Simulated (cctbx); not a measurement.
# A crystallographic session in cctbx: TmBIr4

Library: cctbx 2025.11. The data are simulated by the first script.

## 1. Simulate the data

run.py:

```python
from cctbx import adptbx, crystal, miller, sgtbx, xray
from cctbx.array_family import flex
from iotbx.shelx import hklf
from scitbx import matrix
import scitbx.random

cs = crystal.symmetry(unit_cell=(5.175, 5.175, 7.069, 90, 90, 120), space_group_symbol='Hall: -P 6 2')  # P6/mmm
atoms = [  # label, site, U (iso, or U11 U22 U33 U12 U13 U23 in A^2), occupancy
    ("Ir1", (0, 0.5, 0.2919), (0.0160, 0.0156, 0.0213, 0.0080, 0.0000, 0.0000), 1),
    ("Ir2", (1/3, 2/3, 0), (0.0192, 0.0192, 0.0213, 0.0096, 0.0000, 0.0000), 1),
    ("Tm1", (0, 0, 0.5), (0.0178, 0.0178, 0.0151, 0.0089, -0.0000, 0.0000), 1),
    ("Tm2", (0, 0, 0), (0.0128, 0.0128, 0.0173, 0.0064, -0.0000, -0.0000), 1),
    ("B1", (1/3, 2/3, 0.5), (0.0499, 0.0499, 0.0366, 0.0249, 0.0000, -0.0000), 1),
]
xs = xray.structure(crystal_symmetry=cs)
for label, site, u, occ in atoms:
    u = adptbx.u_cif_as_u_star(cs.unit_cell(), u) if isinstance(u, tuple) else u
    xs.add_scatterer(xray.scatterer(label, site=site, u=u, occupancy=occ))
xs.set_inelastic_form_factors(0.71073, "sasaki")
xs.show_summary()
p1 = xs.expand_to_p1()
ms = miller.build_set(p1, anomalous_flag=True, d_min=0.84)
flex.set_random_seed(23628)
scitbx.random.set_random_seed(23628)
ms = ms.select(flex.random_double(ms.size()) < 0.7)
i = ms.structure_factors_from_scatterers(p1, algorithm="direct").f_calc().as_intensity_array().data()
i = i / flex.sqrt(1 + 0.3 * i / flex.max(i))  # extinction
i = i * 70000 / flex.max(i)
sig = flex.sqrt(i + flex.pow2(0.04 * i) + 2 ** 2)
noise = scitbx.random.variate(scitbx.random.normal_distribution())(i.size())
data = ms.array(data=i + sig * noise, sigmas=sig).set_observation_type_xray_intensity()
with open("data.hkl", "w") as f:
    data.export_as_shelx_hklf(f)
print("reflections written:", data.size(), " <I/sigma> = %.1f" % flex.mean(data.data() / data.sigmas()))
for h, a, b in list(data.sort("data"))[:12]:
    print("%4d%4d%4d %9.1f %7.1f" % (h + (a, b)))
```

```console
$ python run.py
```

```text
Number of scatterers: 5
At special positions: 5
Unit cell: (5.175, 5.175, 7.069, 90, 90, 120)
Space group: P 6/m m m (No. 191)
reflections written: 805  <I/sigma> = 18.8
  -2   4   0   69984.3  2812.5
   2   0   0   66115.2  2620.8
  -2   0   0   65401.3  2620.8
   2  -4   0   65039.3  2812.5
   0   2   0   64640.8  2620.8
  -2  -2   0   64001.4  2812.5
   2  -2   0   63327.4  2620.8
   0   0   3   54830.5  2205.1
   0   0   4   54215.0  2076.0
   0   0  -4   53778.5  2076.0
   0   0  -3   53026.4  2205.1
  -1   2   2   45650.9  1726.9
```

Run time: 0.23 s on 1 thread of Arm Neoverse V2 (shared host), peak memory 0.07 GiB.

## 2. Refinement (right model, isotropic)

run.py:

```python
import math
from cctbx import adptbx, crystal, maptbx, sgtbx, xray
from cctbx.array_family import flex
from cctbx.xray import observations
from iotbx.shelx import hklf
from scitbx.lstbx import normal_eqns_solving
from smtbx import absolute_structure, utils
from smtbx.refinement import constraints, least_squares

cs = crystal.symmetry(unit_cell=(5.175, 5.175, 7.069, 90, 90, 120), space_group_symbol='Hall: -P 6 2')  # P6/mmm
atoms = [  # label, site, U (iso, or U11 U22 U33 U12 U13 U23 in A^2), occupancy
    ("Ir1", (0, 0.5, 0.2882), 0.0200, 1),
    ("Ir2", (1/3, 2/3, 0), 0.0200, 1),
    ("Tm1", (0, 0, 0.5), 0.0200, 1),
    ("Tm2", (0, 0, 0), 0.0200, 1),
    ("B1", (1/3, 2/3, 0.5), 0.0200, 1),
]
xs = xray.structure(crystal_symmetry=cs)
for label, site, u, occ in atoms:
    u = adptbx.u_cif_as_u_star(cs.unit_cell(), u) if isinstance(u, tuple) else u
    xs.add_scatterer(xray.scatterer(label, site=site, u=u, occupancy=occ))
xs.set_inelastic_form_factors(0.71073, "sasaki")
raw = hklf.reader(file_name="data.hkl").as_miller_arrays(crystal_symmetry=cs, anomalous=True)[0]
merged = raw.eliminate_sys_absent().merge_equivalents()
fo2 = merged.array().set_observation_type_xray_intensity()
print("Rint %.3f, %d unique reflections to %.2f A" % (merged.r_int(), fo2.size(), fo2.d_min()))
for sc in xs.scatterers():
    sc.flags.set_grad_site(True)
    sc.flags.set_grad_u_aniso(sc.flags.use_u_aniso())
    sc.flags.set_grad_u_iso(sc.flags.use_u_iso())
obs = fo2.as_xray_observations()
extra = {}
rep = constraints.reparametrisation(xs, [], utils.connectivity_table(xs), **extra)
ls = least_squares.crystallographic_ls(obs, rep, weighting_scheme=least_squares.mainstream_shelx_weighting(a=0, b=0))
print("cycle     R1     wR2    GooF  max shift (A)")
for cycle in range(8):
    ls.build_up()
    r1, wr2, goof = ls.r1_factor(cutoff_factor=2)[0], ls.wR2(), ls.goof()
    old = xs.sites_cart()
    normal_eqns_solving.levenberg_marquardt_iterations(ls, n_max_iterations=3, tau=1e-06, step_threshold=1e-7)
    big = flex.max((xs.sites_cart() - old).norms())
    print("%4d %7.4f %7.4f %7.3f %9.5f" % (cycle + 1, r1, wr2, goof, big))
    ls.build_up(objective_only=True)
    if abs(ls.wR2() - wr2) < 5e-5 and big < 5e-4:
        break
ls.build_up()
print("final R1 %.4f wR2 %.4f GooF %.3f  parameters %d  data/parameter %.1f" % (ls.r1_factor(cutoff_factor=2)[0], ls.wR2(), ls.goof(), ls.n_parameters, fo2.size() / ls.n_parameters))
cov = ls.covariance_matrix_and_annotations()
su = dict(zip(cov.annotations, (math.sqrt(max(v, 0)) for v in cov.matrix.matrix_packed_u_diagonal())))
a2 = cs.unit_cell().reciprocal_parameters()[0] ** -2
print("atom        x        y        z      Ueq    occ   su(xyz)  su(Uiso or U11)")
for sc in xs.scatterers():
    s = max(su.get(sc.label + k, 0) for k in (".x", ".y", ".z"))
    npd = "" if sc.is_positive_definite_u(cs.unit_cell()) else "  NPD"
    print("%-5s %8.5f %8.5f %8.5f %8.4f %6.3f %8.5f %7.4f%s" % ((sc.label,) + sc.site + (sc.u_iso_or_equiv(cs.unit_cell()), sc.occupancy, s, su.get(sc.label + ".uiso", su.get(sc.label + ".u11", 0) * a2), npd)))
fo = fo2.f_sq_as_f()
fc = fo.structure_factors_from_scatterers(xs, algorithm="direct").f_calc()
diff = fo.f_obs_minus_f_calc(1 / math.sqrt(ls.scale_factor()), fc).average_bijvoet_mates()
m = diff.fft_map(symmetry_flags=maptbx.use_space_group_symmetry, resolution_factor=0.25).apply_volume_scaling()
print("difference map: max %.2f min %.2f rms %.2f" % (m.statistics().max(), m.statistics().min(), m.statistics().sigma()))
peaks = m.peak_search(parameters=maptbx.peak_search_parameters(min_distance_sym_equiv=0.6, max_clusters=6)).all()
near = xs.closest_distances(peaks.sites(), distance_cutoff=4)
sps = cs.special_position_settings(min_distance_sym_equiv=0.5)
for k, (x, h) in enumerate(zip(peaks.sites(), peaks.heights())):
    ss = sps.site_symmetry(x)
    print("Q%-3d %7.4f %7.4f %7.4f %4d %7.2f  %.2f A from %s" % ((k + 1,) + tuple(t % 1 for t in ss.exact_site()) + (ss.multiplicity(), h, near.smallest_distances[k], xs.scatterers()[near.i_seqs[k]].label)))
```

```console
$ python run.py
```

```text
Rint 0.029, 85 unique reflections to 0.84 A
cycle     R1     wR2    GooF  max shift (A)
   1  0.0754  0.3089  18.765   0.02570
   2  0.0263  0.0607   3.688   0.00003
final R1 0.0262 wR2 0.0607 GooF 3.687  parameters 6  data/parameter 14.2
atom        x        y        z      Ueq    occ   su(xyz)  su(Uiso or U11)
Ir1    0.00000  0.50000  0.29184   0.0169  1.000  0.00011  0.0005
Ir2    0.33333  0.66667  0.00000   0.0191  1.000  0.00000  0.0005
Tm1    0.00000  0.00000  0.50000   0.0167  1.000  0.00000  0.0005
Tm2    0.00000  0.00000  0.00000   0.0136  1.000  0.00000  0.0005
B1     0.33333  0.66667  0.50000   0.0583  1.000  0.00000  0.0168
difference map: max 2.18 min -3.14 rms 0.72
Q1    0.0000  0.5000  0.3692    6    2.43  0.55 A from Ir1
Q2    0.0000  0.5000  0.2107    6    2.01  0.57 A from Ir1
Q3    0.1153  0.4365  0.5000   12    1.45  1.16 A from B1
Q4    0.2104  0.6052  0.1108   12    1.23  0.96 A from Ir2
Q5    0.2720  0.5440  0.2612   12    1.21  1.33 A from Ir1
Q6    0.0924  0.1847  0.5000    6    1.05  0.83 A from Tm1
```

Time: 0.39 s.

Figures of merit this high mean that the model is still wrong or incomplete.

## 3. Refinement (right model, anisotropic)

run.py, as its changes from the last script of this kind:

```diff
@@ -12,5 +12,5 @@
-    ("Ir1", (0, 0.5, 0.2882), 0.0200, 1),
-    ("Ir2", (1/3, 2/3, 0), 0.0200, 1),
-    ("Tm1", (0, 0, 0.5), 0.0200, 1),
-    ("Tm2", (0, 0, 0), 0.0200, 1),
-    ("B1", (1/3, 2/3, 0.5), 0.0200, 1),
+    ("Ir1", (0, 0.5, 0.29184), 0.0169, 1),
+    ("Ir2", (1/3, 2/3, 0), 0.0191, 1),
+    ("Tm1", (0, 0, 0.5), 0.0167, 1),
+    ("Tm2", (0, 0, 0), 0.0136, 1),
+    ("B1", (1/3, 2/3, 0.5), 0.0583, 1),
@@ -22,0 +23 @@
+xs.convert_to_anisotropic()
```

```console
$ python run.py
```

```text
Rint 0.029, 85 unique reflections to 0.84 A
cycle     R1     wR2    GooF  max shift (A)
   1  0.0263  0.0607   3.835   0.00012
   2  0.0161  0.0257   1.626   0.00000
final R1 0.0161 wR2 0.0257 GooF 1.626  parameters 12  data/parameter 7.1
atom        x        y        z      Ueq    occ   su(xyz)  su(Uiso or U11)
Ir1    0.00000  0.50000  0.29186   0.0171  1.000  0.00005  0.0003
Ir2    0.33333  0.66667  0.00000   0.0193  1.000  0.00000  0.0003
Tm1    0.00000  0.00000  0.50000   0.0165  1.000  0.00000  0.0003
Tm2    0.00000  0.00000  0.00000   0.0137  1.000  0.00000  0.0003
B1     0.33333  0.66667  0.50000   0.0482  1.000  0.00000  0.0099
difference map: max 0.94 min -3.00 rms 0.63
Q1    0.0000  0.3021  0.0000    6    0.99  1.56 A from Tm2
Q2    0.1946  0.5973  0.1373   12    0.90  1.15 A from Ir2
Q3    0.0000  0.3167  0.2197   12    0.86  1.08 A from Ir1
Q4    0.0000  0.1833  0.5000    6    0.85  0.95 A from Tm1
Q5    0.0000  0.3413  0.5000    6    0.85  1.69 A from Ir1
Q6    0.0000  0.1796  0.2145   12    0.80  1.75 A from Ir1
```

Time: 0.39 s.

## 4. Refinement

run.py, as its changes from the last script of this kind:

```diff
@@ -22 +22 @@
-xs.set_inelastic_form_factors(0.71073, "sasaki")
+# no anomalous dispersion
@@ -37 +37 @@
-for cycle in range(8):
+for cycle in range(12):
```

```console
$ python run.py
```

```text
Rint 0.029, 85 unique reflections to 0.84 A
cycle     R1     wR2    GooF  max shift (A)
   1  0.0273  0.0645   4.075   0.00023
   2  0.0163  0.0273   1.727   0.00000
final R1 0.0163 wR2 0.0273 GooF 1.727  parameters 12  data/parameter 7.1
atom        x        y        z      Ueq    occ   su(xyz)  su(Uiso or U11)
Ir1    0.00000  0.50000  0.29181   0.0174  1.000  0.00006  0.0003
Ir2    0.33333  0.66667  0.00000   0.0196  1.000  0.00000  0.0003
Tm1    0.00000  0.00000  0.50000   0.0160  1.000  0.00000  0.0003
Tm2    0.00000  0.00000  0.00000   0.0133  1.000  0.00000  0.0003
B1     0.33333  0.66667  0.50000   0.0421  1.000  0.00000  0.0091
difference map: max 0.96 min -3.20 rms 0.64
Q1    0.0000  0.3028  0.0000    6    1.00  1.57 A from Tm2
Q2    0.3333  0.6667  0.2705    4    0.94  1.50 A from Ir1
Q3    0.1921  0.5961  0.1355   12    0.92  1.15 A from Ir2
Q4    0.0000  0.1722  0.5000    6    0.91  0.89 A from Tm1
Q5    0.0000  0.3172  0.2220   12    0.91  1.07 A from Ir1
Q6    0.0000  0.3402  0.5000    6    0.88  1.69 A from Ir1
```

Time: 0.39 s.

This run holds a fault made on purpose: anomalous dispersion left out.

## 5. Refinement

run.py, as its changes from the last script of this kind:

```diff
@@ -16,0 +17 @@
+    ("B2", (0.042, 0.883, 0.743), 0.0300, 1),
@@ -22,2 +23 @@
-# no anomalous dispersion
-xs.convert_to_anisotropic()
+xs.set_inelastic_form_factors(0.71073, "sasaki")
```

```console
$ python run.py
```

```text
Rint 0.029, 85 unique reflections to 0.84 A
cycle     R1     wR2    GooF  max shift (A)
   1  0.0340  0.0790   4.859   0.01448
   2  0.0279  0.0625   3.847   0.12901
   3  0.0270  0.0616   3.787   0.02250
   4  0.0268  0.0613   3.771   0.00488
   5  0.0268  0.0613   3.772   0.00677
   6  0.0267  0.0612   3.768   0.00459
   7  0.0268  0.0612   3.768   0.00061
   8  0.0268  0.0612   3.768   0.00005
final R1 0.0268 wR2 0.0612 GooF 3.768  parameters 8  data/parameter 10.6
atom        x        y        z      Ueq    occ   su(xyz)  su(Uiso or U11)
Ir1    0.00000  0.50000  0.29184   0.0169  1.000  0.00012  0.0005
Ir2    0.33333  0.66667  0.00000   0.0191  1.000  0.00000  0.0005
Tm1    0.00000  0.00000  0.50000   0.0167  1.000  0.00000  0.0006
Tm2    0.00000  0.00000  0.00000   0.0136  1.000  0.00000  0.0005
B1     0.33333  0.66667  0.50000   0.0580  1.000  0.00000  0.0171
B2     0.00000  1.00000  0.76740   1.0000  1.000  0.07548  1.2138
difference map: max 2.18 min -3.30 rms 0.73
Q1    0.0000  0.5000  0.3695    6    2.44  0.55 A from Ir1
Q2    0.0000  0.5000  0.2106    6    2.03  0.57 A from Ir1
Q3    0.1156  0.4369  0.5000   12    1.49  1.16 A from B1
Q4    0.2105  0.6053  0.1110   12    1.27  0.96 A from Ir2
Q5    0.2724  0.5447  0.2614   12    1.25  1.33 A from Ir1
Q6    0.2000  0.6000  0.5000    6    1.05  0.60 A from B1
```

Time: 0.7 s.

This run holds a fault made on purpose: spurious atom: B2.

## 6. Refinement

run.py, as its changes from the last script of this kind:

```diff
@@ -17 +16,0 @@
-    ("B2", (0.042, 0.883, 0.743), 0.0300, 1),
@@ -23 +22,2 @@
-xs.set_inelastic_form_factors(0.71073, "sasaki")
+xs.set_inelastic_form_factors(1.54184, "sasaki")
+xs.convert_to_anisotropic()
```

```console
$ python run.py
```

```text
Rint 0.029, 85 unique reflections to 0.84 A
cycle     R1     wR2    GooF  max shift (A)
   1  0.0550  0.2558  16.162   0.00192
   2  0.0226  0.0568   3.588   0.00009
   3  0.0232  0.0563   3.557   0.00000
final R1 0.0234 wR2 0.0563 GooF 3.555  parameters 12  data/parameter 7.1
atom        x        y        z      Ueq    occ   su(xyz)  su(Uiso or U11)
Ir1    0.00000  0.50000  0.29212   0.0161  1.000  0.00011  0.0006
Ir2    0.33333  0.66667  0.00000   0.0183  1.000  0.00000  0.0006
Tm1    0.00000  0.00000  0.50000   0.0083  1.000  0.00000  0.0007
Tm2    0.00000  0.00000  0.00000   0.0056  1.000  0.00000  0.0007
B1     0.33333  0.66667  0.50000   0.1076  1.000  0.00000  0.0330
difference map: max 2.64 min -3.10 rms 0.64
Q1    0.0000  0.0000  0.5000    1    2.66  0.00 A from Tm1
Q2    0.0000  0.0000  0.0000    1    2.01  0.00 A from Tm2
Q3    0.0000  0.3092  0.0000    6    1.15  1.60 A from Tm2
Q4    0.0000  0.1629  0.1954   12    0.91  1.62 A from Tm2
Q5    0.1773  0.5886  0.1330   12    0.84  1.17 A from Ir2
Q6    0.0000  0.3171  0.5000    6    0.82  1.64 A from Tm1
```

It took 0.44 s on 1 thread of Arm Neoverse V2, on a shared host, peak memory 0.09 GiB.

This run holds a fault made on purpose: dispersion terms of the wrong wavelength.

[Logs are printed without paths, hosts, clocks, repeated set-up lines and the standing remarks that a program may print on its own settings, such as how far it seeks lower states.]
